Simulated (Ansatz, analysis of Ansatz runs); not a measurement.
# Can an added hole hop between Cl atoms in Cs2ThCl6 (P-3m1)?

Aim: the energy barrier that a trapped hole meets when it moves from one Cl atom to another one nearby in Cs2ThCl6 (P-3m1). The model is a cell of 54 host atoms.

Calculated with Ansatz 0.2.0; plane-wave PAW DFT, PBEsol+U; relaxation of all atoms of a supercell at fixed charge in a uniform background; PAW set soft_1.

Report form: the programs' logs are mostly left out.

**1. The starting structure**

The cell holds 54 atoms: 12 Cs, 6 Th and 36 Cl. Cell: a = 13.079 Å, b = 13.079 Å, c = 12.031 Å, α = 90.0°, β = 90.0°, γ = 120.0°. It derives from Cs2ThCl6 (space group P-3m1). Nearest the centre at fractional (0.752, 0.504, 0.500): Cl12 at 1.83 Å, Cl51 at 1.83 Å, Th36 at 1.93 Å, Cs30 at 3.27 Å, Cs4 at 3.27 Å, Cl53 at 3.29 Å, Cl18 at 3.29 Å, Cl46 at 4.12 Å.

Hubbard terms: Th f 5.0 eV, Cl p 7.0 eV. They were chosen, not fitted, to curb self-interaction in the shells named, the trial site's among them. The two sites are Cl12 and Cl51. The cell's shortest repeat is 12.0 Å.

**2. The cell without the carrier**

The neutral cell is relaxed first, from small random displacements, so that bond lengths and moments with the carrier can be set beside those of a relaxed cell without it.

neutral.relax/input.yaml

```yaml
crystal:
  lattice:
    - [11.32691251, 6.53959599, 0.0]
    - [-11.32691251, 6.53959599, 0.0]
    - [0.0, 0.0, 12.03132118]
  atoms:
    - { symbol: Cs, position: [0.0, 0.333333, 0.132407] }
    - { symbol: Cs, position: [0.333333, 0.0, 0.132407] }
    - { symbol: Cs, position: [0.666667, 0.666667, 0.132407] }
    - { symbol: Cs, position: [0.0, 0.666667, 0.367593] }
    - { symbol: Cs, position: [0.333333, 0.333333, 0.367593] }
    - { symbol: Cs, position: [0.666667, 0.0, 0.367593] }
    - { symbol: Th, position: [0.0, 0.0, 0.0] }
    - { symbol: Th, position: [0.333333, 0.666667, 0.0] }
[... 42 atom lines left out ...]
    - { symbol: Cl, position: [0.837384, 0.50405, 0.621019] }
    - { symbol: Cl, position: [0.162616, 0.666667, 0.621019] }
    - { symbol: Cl, position: [0.49595, 0.333333, 0.621019] }
    - { symbol: Cl, position: [0.829283, 0.0, 0.621019] }
basis:
  ecutwfc: 420
  xc_grid: 2
hamiltonian:
  xc: pbesol
  hubbard:
    sites:
      - { species: Th, l: f, u_eff: 5.0 }
      - { species: Cl, l: p, u_eff: 7.0 }
    projectors: ortho-atomic
  pseudopotentials: { kind: paw, azcp: { folder: soft_1 }, xc_functional: pbe }
kpoints:
  mp_grid: { grid: [1, 1, 1] }
scf:
  occupations: { method: fermi_dirac, width: 0.01 }
  max_iter: 120
  lower_state_search: "off"
output:
  forces: true
relax:
  f_tol: 0.02
  max_steps: 70
  random_displacement: { amplitude: 0.04, seed: 5850 }
checkpoint:
  write: "../neutral.relax.run"
  compress: false
  write_wavefunctions: true
  write_every: 100000
```

The run is started by

```
$ ansatz run input.yaml --threads 4 --pin off --max-ram 9420MiB --backend cpu --events-out ev --progress --plain --runs-dir out
```

Run time: 99 s. Hardware: 4 threads of Arm Neoverse N1, shared host; peak memory 1.9 GiB.

The largest displacement from an ideal site is 0.119 Å.

**3. The hole on the first site**

The nearest neighbour or neighbours of the site start displaced and the site's starting moment is changed by the carrier's spin, since a carrier doesn't trap itself in the undistorted lattice.

A.relax/input.yaml

```yaml
crystal:
  lattice:
    - [11.32691251, 6.53959599, 0.0]
    - [-11.32691251, 6.53959599, 0.0]
    - [0.0, 0.0, 12.03132118]
  atoms:
    - { symbol: Cs, position: [0.000768, 0.334547, 0.141831] }
    - { symbol: Cs, position: [0.334205, 0.001057, 0.142133] }
    - { symbol: Cs, position: [0.666952, 0.667109, 0.142244] }
    - { symbol: Cs, position: [0.000227, 0.667171, 0.358097] }
    - { symbol: Cs, position: [0.333911, 0.33418, 0.358258] }
    - { symbol: Cs, position: [0.667558, 0.001316, 0.35792] }
    - { symbol: Th, position: [0.000588, 0.000575, 0.000163] }
    - { symbol: Th, position: [0.333974, 0.667418, 4.1e-05] }
[... 42 atom lines left out ...]
    - { symbol: Cl, position: [0.842108, 0.509086, 0.62402] }
    - { symbol: Cl, position: [0.157985, 0.666352, 0.622744] }
    - { symbol: Cl, position: [0.491279, 0.334, 0.622072] }
    - { symbol: Cl, position: [0.824473, -6.7e-05, 0.622729] }
total_charge: 1
basis:
  ecutwfc: 420
  xc_grid: 2
hamiltonian:
  xc: pbesol
  hubbard:
    sites:
      - { species: Th, l: f, u_eff: 5.0 }
      - { species: Cl, l: p, u_eff: 7.0 }
    projectors: ortho-atomic
  pseudopotentials: { kind: paw, azcp: { folder: soft_1 }, xc_functional: pbe }
kpoints:
  mp_grid: { grid: [1, 1, 1] }
magnetization:
  spin_polarized: true
  initial_magnetization: 1
  spin_locking: { lock_magnetization: hard }
scf:
  occupations: { method: fermi_dirac, width: 0.01 }
  max_iter: 120
  lower_state_search: "off"
output:
  forces: true
relax:
  f_tol: 0.015
  max_steps: 70
  escape_saddle: false
checkpoint:
  write: "../A.relax.run"
  compress: false
  write_wavefunctions: true
  write_every: 100000
```

Elapsed: 34 min, on 4 threads; peak memory 3.1 GiB; 2.3 h of CPU time.

Step by step (22 of 30):

```tsv
step	energy less that of the first step (eV)	largest force component (eV/Å)
1	0.0000	1.0070
2	-0.4901	0.5079
4	-0.7243	0.0951
5	-0.7574	0.0969
7	-0.7889	0.0844
8	-0.8019	0.1093
9	-0.8241	0.2173
11	-0.9571	0.4272
12	-1.0735	0.3690
13	-1.0631	0.5963
15	-1.1483	0.2257
16	-1.1664	0.0565
18	-1.1748	0.0257
19	-1.1802	0.0286
20	-1.1829	0.0303
22	-1.1878	0.0200
23	-1.1887	0.0248
24	-1.1899	0.0163
26	-1.1909	0.0114
27	-1.1913	0.0145
29	-1.1919	0.0150
30	-1.1922	0.0118
```

Relaxation steps 13, 17 were tried and not accepted.

The atoms that moved most (Å):

```tsv
atom	dx	dy	dz	length
Cl45	-0.717	0.113	-0.953	1.198
Cl41	-0.164	0.526	-1.003	1.144
Th36	0.011	0.091	0.918	0.923
Cl51	-0.816	0.257	-0.277	0.899
Cl53	-0.501	0.519	-0.263	0.768
Cl14	-0.017	0.269	0.643	0.698
Cl26	0.387	-0.473	-0.265	0.667
Cl18	-0.401	0.092	0.501	0.648
```

The moves above count from the input, in which the site's nearest neighbours were already displaced; the distances below compare with the cell without the carrier.

Distances from Cl12 without and with the hole:

```tsv
atom	without (Å)	with (Å)
Th36	2.73	3.76
Cs3	3.50	3.55
Cl17	3.59	3.50
Cl18	3.96	3.53
```

The largest changes of the moments are 0.93 μB on Cl12, 0.00 μB on Cl17 and 0.00 μB on Cl24. The largest part sits on the chosen site.

**4. The hole on the second site**

The same start is made on the second site, to get the end of the hop.

B.relax/input.yaml

```yaml
crystal:
  lattice:
    - [11.32691251, 6.53959599, 0.0]
    - [-11.32691251, 6.53959599, 0.0]
    - [0.0, 0.0, 12.03132118]
  atoms:
    - { symbol: Cs, position: [0.000768, 0.334547, 0.141831] }
    - { symbol: Cs, position: [0.334205, 0.001057, 0.142133] }
[... 1 atom line left out ...]
    - { symbol: Cs, position: [0.000227, 0.667171, 0.358097] }
[... 7 atom lines left out ...]
    - { symbol: Cl, position: [0.668539, 0.509583, 0.377056] }
[... 17 atom lines left out ...]
    - { symbol: Cs, position: [0.667356, 0.667909, 0.642021] }
[... 5 atom lines left out ...]
    - { symbol: Th, position: [0.654582, 0.321234, 0.49146] }
[... 14 atom lines left out ...]
    - { symbol: Cl, position: [0.842108, 0.509086, 0.62402], spin: 1.0 }
[... 1 atom line left out ...]
    - { symbol: Cl, position: [0.491279, 0.334, 0.622072] }
    - { symbol: Cl, position: [0.824473, -6.7e-05, 0.622729] }
total_charge: 1
basis:
  ecutwfc: 420
  xc_grid: 2
hamiltonian:
  xc: pbesol
  hubbard:
    sites:
      - { species: Th, l: f, u_eff: 5.0 }
      - { species: Cl, l: p, u_eff: 7.0 }
    projectors: ortho-atomic
  pseudopotentials: { kind: paw, azcp: { folder: soft_1 }, xc_functional: pbe }
kpoints:
  mp_grid: { grid: [1, 1, 1] }
magnetization:
  spin_polarized: true
  initial_magnetization: 1
  spin_locking: { lock_magnetization: hard }
scf:
  occupations: { method: fermi_dirac, width: 0.01 }
  max_iter: 120
  lower_state_search: "off"
output:
  forces: true
relax:
  f_tol: 0.015
  max_steps: 70
  escape_saddle: false
checkpoint:
  write: "../B.relax.run"
  compress: false
  write_wavefunctions: true
  write_every: 100000
```

Wall time 29 min (4 threads); peak memory 3 GiB; 1.9 h of CPU time.

Distances from Cl51 without and with the hole:

```tsv
atom	without (Å)	with (Å)
Th36	2.73	3.76
Cs31	3.50	3.56
Cl46	3.59	3.50
Cl48	3.97	3.56
Cl52	3.58	3.56
```

The largest changes of the moments are 0.93 μB on Cl51, 0.00 μB on Cl46 and 0.00 μB on Cl52. The largest part sits on the chosen site.

**5. Points on the line between the two structures**

All atoms move on the straight line between the two relaxed structures, 47.22 amu^1/2 Å long in mass-weighted terms. Each point starts from the state of the point before, once from either end, so that both localised states can be followed; the midpoint is also started with the carrier shared.

A.x0500/input.yaml

```yaml
crystal:
  lattice:
    - [11.32691251, 6.53959599, 0.0]
    - [-11.32691251, 6.53959599, 0.0]
    - [0.0, 0.0, 12.03132118]
  atoms:
    - { symbol: Cs, position: [0.003381, 0.334505, 0.158305] }
    - { symbol: Cs, position: [0.316147, -0.023637, 0.147286] }
[... 9 atom lines left out ...]
    - { symbol: Cl, position: [0.699973, 0.524851, 0.366007], spin: 1.0 }
[... 5 atom lines left out ...]
    - { symbol: Cl, position: [0.86441, 0.381857, 0.409337] }
[... 11 atom lines left out ...]
    - { symbol: Cs, position: [0.659456, 0.665992, 0.650351] }
[... 5 atom lines left out ...]
    - { symbol: Th, position: [0.667449, 0.324547, 0.499852] }
[... 14 atom lines left out ...]
    - { symbol: Cl, position: [0.825707, 0.528636, 0.633919] }
[... 1 atom line left out ...]
    - { symbol: Cl, position: [0.51193, 0.367144, 0.585244] }
    - { symbol: Cl, position: [0.818271, -0.027412, 0.630712] }
total_charge: 1
basis:
  ecutwfc: 420
  xc_grid: 2
hamiltonian:
  xc: pbesol
  hubbard:
    sites:
      - { species: Th, l: f, u_eff: 5.0 }
      - { species: Cl, l: p, u_eff: 7.0 }
    projectors: ortho-atomic
  pseudopotentials: { kind: paw, azcp: { folder: soft_1 }, xc_functional: pbe }
kpoints:
  mp_grid: { grid: [1, 1, 1] }
magnetization:
  spin_polarized: true
  initial_magnetization: 1
  spin_locking: { lock_magnetization: hard }
scf:
  occupations: { method: fermi_dirac, width: 0.01 }
  max_iter: 120
  lower_state_search: "off"
output:
  forces: true
  eigenvalues: true
  eigenstates: { localisation: true }
  write_density: true
  write_potential: true
  volumetric_format: npy
checkpoint:
  read: "../A.x0375.run"
  write: "../A.x0500.run"
  compress: false
  write_wavefunctions: true
  write_every: 100000
```

Run time: 2.4 min. Hardware: 4 threads; peak memory 3 GiB.

States next to the filling edge at the first k-point, on the run's own zero (eigenstates.tsv). The participation number counts the atoms that a state is spread over, of 54; bands count from 0.

```tsv
spin	band	energy (eV)	occupation	participation	largest share on	share
down	209	-0.121	1.00	13.8	Cl40	0.17
down	210	-0.059	1.00	11.9	Cl39	0.17
down	211	-0.035	1.00	3.7	Cl51	0.50
down	212	0.054	1.00	4.2	Cl45	0.44
down	213	0.120	1.00	2.4	Cl51	0.63
down	214	0.257	1.00	2.8	Cl51	0.54
down	215	2.840	0.00	1.3	Cl12	0.87
down	216	5.631	0.00	2.5	Th36	0.61
down	217	5.774	0.00	2.9	Th36	0.57
down	218	5.991	0.00	8.5	Th36	0.22
down	219	6.007	0.00	9.8	Th35	0.21
up	210	-0.122	1.00	13.8	Cl40	0.17
up	211	-0.060	1.00	12.8	Cl39	0.16
up	212	-0.045	1.00	4.7	Cl51	0.44
up	213	0.052	1.00	4.3	Cl45	0.44
up	214	0.109	1.00	2.5	Cl51	0.62
up	215	0.241	1.00	2.8	Cl51	0.53
up	216	5.473	0.00	2.3	Th36	0.64
up	217	5.726	0.00	2.7	Th36	0.60
up	218	5.965	0.00	7.1	Th36	0.31
up	219	6.006	0.00	10.1	Th35	0.21
up	220	6.042	0.00	6.1	Th35	0.36
```

Under PBEsol+U (5, 7 eV) at the zone centre alone, the highest filled state is spin down, spread over 3 of 54 atoms, and the lowest empty one, 2.58 eV above it, is spin down, spread over 1 of 54 atoms.

The largest moments in the atoms' spheres: Cl12 0.84, Cl51 0.01, Cl53 0.01, Cl18 0.00, Cl24 0.00, Cl26 0.00 μB.

Spin density in the ac plane at fractional y = 0.504, through the centre, with atoms of Cl within 0.45 Å of it.

Ten even steps from '0' (-0.01 e/Å³) to '9' (0.50 e/Å³), each cell a mean:
```
0000000000000000000000000000000000000
0000000000000000000000000000000000000
0000000000000000000000000000000000000
0000000000000000000000000000000000000
0000000000000000000000000000000000000
0000000000000000000000000000000000000
0000000000000000000000000000000000000
0000000000000000000000000000000000000
0000000000000000000000000000000000000
0000000000000000000000000000000000000
0000000000000000000000000000000000000
0000000000000000000000000000000000000
0000000000000000000000000100000000000
0000000000000000000000013410000000000
0000000000000000000000013210000000000
0000000000000000000000000596200000000
0000000000000000000000001574100000000
0000000000000000000000000111000000000
0000000000000000000000000000000000000
0000000000000000000000000000000000000
0000000000000000000000000000000000000
0000000000000000000000000000000000000
0000000000000000000000000000000000000
0000000000000000000000000000000000000
```
Columns run along a (13.1 Å), rows up along c (12.0 Å). Atoms in or near the plane, at fractional coordinates: Cl at (0.70, 0.37), Cl at (0.18, 0.37), Cl at (0.36, 0.11), Cl at (0.85, 0.11), Cl at (0.63, 0.89), Cl at (0.14, 0.89), Cl at (0.32, 0.64), Cl at (0.83, 0.63).

Valence density in the ac plane at fractional y = 0.504, through the centre, with atoms of Cl within 0.45 Å of it. It is the smooth field of the valence electrons, not physical close to the nuclei.

Values in e/Å³, 13 rows by 16 columns, each cell a mean:
```
0.0 0.4 1.1 0.5 0.1 0.0 0.0 0.0 0.1 0.6 1.1 0.4 0.1 0.0 0.0 0.0
0.1 0.8 1.5 0.9 0.1 0.0 0.0 0.0 0.1 1.1 1.4 0.6 0.0 0.0 0.0 0.0
0.0 0.2 0.4 0.2 0.0 0.0 0.0 0.0 0.0 0.2 0.4 0.1 0.0 0.0 0.0 0.0
0.0 0.0 0.0 0.0 0.3 0.7 0.2 0.0 0.0 0.0 0.0 0.1 0.3 0.4 0.1 0.0
0.0 0.1 0.0 0.1 1.1 1.4 0.7 0.0 0.0 0.1 0.0 0.2 1.3 1.5 0.4 0.0
0.0 0.0 0.0 0.1 0.5 0.9 0.3 0.0 0.0 0.1 0.0 0.1 0.7 0.8 0.2 0.0
0.0 0.0 0.1 0.2 0.1 0.1 0.0 0.0 0.0 0.0 0.1 0.1 0.1 0.1 0.1 0.0
0.0 0.1 0.9 1.3 0.4 0.0 0.0 0.0 0.0 0.1 0.8 1.2 0.3 0.0 0.1 0.1
0.0 0.1 1.0 1.3 0.4 0.0 0.0 0.0 0.0 0.1 1.2 1.2 0.3 0.0 0.1 0.0
0.0 0.0 0.1 0.2 0.1 0.0 0.0 0.0 0.0 0.0 0.2 0.2 0.1 0.0 0.0 0.0
0.0 0.0 0.0 0.0 0.1 0.7 0.6 0.1 0.0 0.0 0.0 0.0 0.2 0.8 0.4 0.0
0.0 0.0 0.0 0.0 0.4 1.4 1.4 0.2 0.0 0.0 0.0 0.1 0.8 1.4 1.1 0.1
0.0 0.0 0.1 0.1 0.2 0.7 0.6 0.1 0.0 0.0 0.1 0.1 0.3 0.8 0.4 0.0
```
Columns run along a (13.1 Å), rows up along c (12.0 Å). Atoms in or near the plane, at fractional coordinates: Cl at (0.70, 0.37), Cl at (0.18, 0.37), Cl at (0.36, 0.11), Cl at (0.85, 0.11), Cl at (0.63, 0.89), Cl at (0.14, 0.89), Cl at (0.32, 0.64), Cl at (0.83, 0.63).

Electrostatic potential energy in the ac plane at fractional y = 0.504, through the centre, with atoms of Cl within 0.45 Å of it. With pseudopotentials it is smooth inside the atoms' cores, unlike the true potential.

Ten even steps from '0' (-34 eV) to '9' (10 eV), each cell a mean:
```
9999877888889999999999877899999999999
9997301489999999999997200389999999999
9996000279999999999996000179999999999
9998412589999999999998412589999999999
9999988999999999999999988999999999999
9999999999999999999999999999999999999
9999999999987899999999999999998999999
9999999998510169999999999999632379999
9999999998200049999999999998300059999
9999999998521279999999999999521279999
9999999998887899999999999999887899999
9999999988889999999999999999999999999
9999999888889999999999998888899999999
9999985457899999999999985346899999999
9999940005899999999999850002789999999
9999951016999999999999850001789999999
9999987679999999999999985336899999999
9999999999999999999999998888999999999
9999999999999999999999999999999999999
9999999999997668999999999999987678999
9999999999961004899999999999850005899
9999999999850002899999999999830003899
9999999988874237999999999999873237999
9999999988888899999999999999998899999
```
Columns run along a (13.1 Å; values clipped at the 3rd and 97th percentile), rows up along c (12.0 Å). Atoms in or near the plane, at fractional coordinates: Cl at (0.70, 0.37), Cl at (0.18, 0.37), Cl at (0.36, 0.11), Cl at (0.85, 0.11), Cl at (0.63, 0.89), Cl at (0.14, 0.89), Cl at (0.32, 0.64), Cl at (0.83, 0.63).

Free energies from the first end:

```tsv
started from	fraction	energy (eV)	moment change on Cl12 (μB)	on Cl51 (μB)
first site	0	0.000	0.93	0.00
first site	0.125	0.299	0.93	0.00
first site	0.25	0.797	0.90	0.00
first site	0.375	1.278	0.87	0.01
first site	0.5	1.727	0.84	0.01
first site	0.625	2.118	0.80	0.03
second site	0.875	0.307	0.00	0.92
second site	0.75	0.811	0.00	0.90
second site	0.625	1.294	0.01	0.87
second site	0.5	1.740	0.01	0.84
second site	0.375	2.118	0.04	0.80
shared	0.5	1.740	0.01	0.84
second site	1	0.002	0.00	0.93
```

**6. Summary of results**

```
barrier forward                               : 1.73 eV
barrier backward                              : 1.73 eV
distance of the two sites without the carrier : 3.74 Å
carrier at the midpoint                       : on one site
```

In words: On this line the hole must cross about 1.73 eV to hop 3.74 Å; both ends have the same energy within 0.005 eV. The top lies between computed points: the barrier is read where straight lines through the two branches cross, near a fraction of 0.50. At the midpoint the lowest state found keeps the carrier on one site, so the two localised curves cross in a cusp. This suggests weak coupling and a hop slower than the barrier alone implies, though U itself penalises the shared state. The start with the carrier shared fell onto one site. With an assumed attempt frequency of 1e13 per second the rate at 300 K would be 8e-17 per second for this barrier, if every crossing succeeded. A straight line need not be the lowest path, so the true barrier at this U can be lower, or higher if the ends can still break their symmetry. A shorter hop, 3.58 Å to Cl15, was not computed. No run compares the localised hole with one spread in the band, so its binding is unknown and the barrier may exceed it. Holes in halides commonly bind two halogen atoms into a pair. A U on single atoms favours the one-atom state followed here, and no pair was tried, so these numbers may not belong to the actual polaron. The program's search for lower electronic states was switched off in all runs, so that each state is followed; none is shown to be the lowest at its structure. No image-charge correction is applied; it nearly cancels along the line while the charge stays localised. Keep in mind: sampling at the zone centre alone can move energies of charged and open-shell states by tenths of an eV or more in cells of this size; gap and trapping depend on the U chosen (Th f 5.0 eV, Cl p 7.0 eV); spin–orbit coupling, which can matter with heavy atoms, is left out.

[Logs are printed without paths, hosts, clocks, repeated set-up lines and the standing remarks that a program may print on its own settings, such as how far it seeks lower states.]

[Hosts, paths, dates, database ids (printed as entryN), source tags and the programs' standing remarks are cut or masked in the printed files.]
